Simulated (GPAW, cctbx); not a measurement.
# Reading charge transfer from structure factors

BPb, Pm-3m (no. 221), a = 3.3699 Å, b = 3.3699 Å, c = 3.3699 Å, α = 90.00°, β = 90.00°, γ = 90.00°.

```
atom  mult.    x    y    z
 Pb1      1    0    0    0
  B1      1  1/2  1/2  1/2
```

The start was made by putting kin elements into a known structure type; the compound need not exist, or be stable, in this form.

Absolute values of the static structure factors of the conventional cell from DFT (PBE, GPAW) against free spherical atoms, in electrons:

```csv
hkl,d (Å),free atoms,crystal
010,3.370,70.39,70.25
011,2.383,71.31,71.31
111,1.946,62.74,62.79
020,1.685,63.94,63.91
021,1.507,57.54,57.58
121,1.376,58.97,58.98
022,1.191,55.21,55.23
122,1.123,50.43,50.43
030,1.123,50.43,50.44
031,1.066,52.20,52.20
```

**Question.** Which way does charge move, and which reflections show it best?

Project each element's phase sum on the total phase. |F| rises if density moves to atoms that scatter in phase and falls if it moves to atoms that scatter against it; the rule is for low angles, since changes of shape take over beyond. Where all elements are in phase the terms compete, and the compactness of the donor's and the acceptor's density matters too.

| hkl | Pb in phase | B in phase | change (e) | (%) |
| --- | --- | --- | --- | --- |
| 010 | +1.0 | -1.0 | -0.14 | -0.2 |
| 011 | +1.0 | +1.0 | -0.01 | 0.0 |
| 111 | +1.0 | -1.0 | +0.05 | +0.1 |
| 020 | +1.0 | +1.0 | -0.03 | -0.1 |
| 021 | +1.0 | -1.0 | +0.04 | +0.1 |
| 121 | +1.0 | +1.0 | +0.02 | 0.0 |
| 022 | +1.0 | +1.0 | +0.02 | 0.0 |
| 122 | +1.0 | -1.0 | 0.00 | 0.0 |

Low-angle reflections that set elements apart and change by more than 0.05 e: 010 (111 hardly moves and tells little). The sign fits a gain of density on B and a loss on Pb. The best witness is 010, -0.2 %, where B enters with -1.0. The real-space density agrees: Voronoi charges Pb +0.18, B -0.18 e. The shortest bond, Pb–B, has Δρ = +0.01 e/Å³ at its midpoint.

[Outputs are excerpts: Python notices, other lines and further rows are left out; steps that failed or that the build refused (PBEsol, TPSS) are not shown.]

[Logs are printed without paths, hosts, clocks, repeated set-up lines and the standing remarks that a program may print on its own settings, such as how far it seeks lower states.]
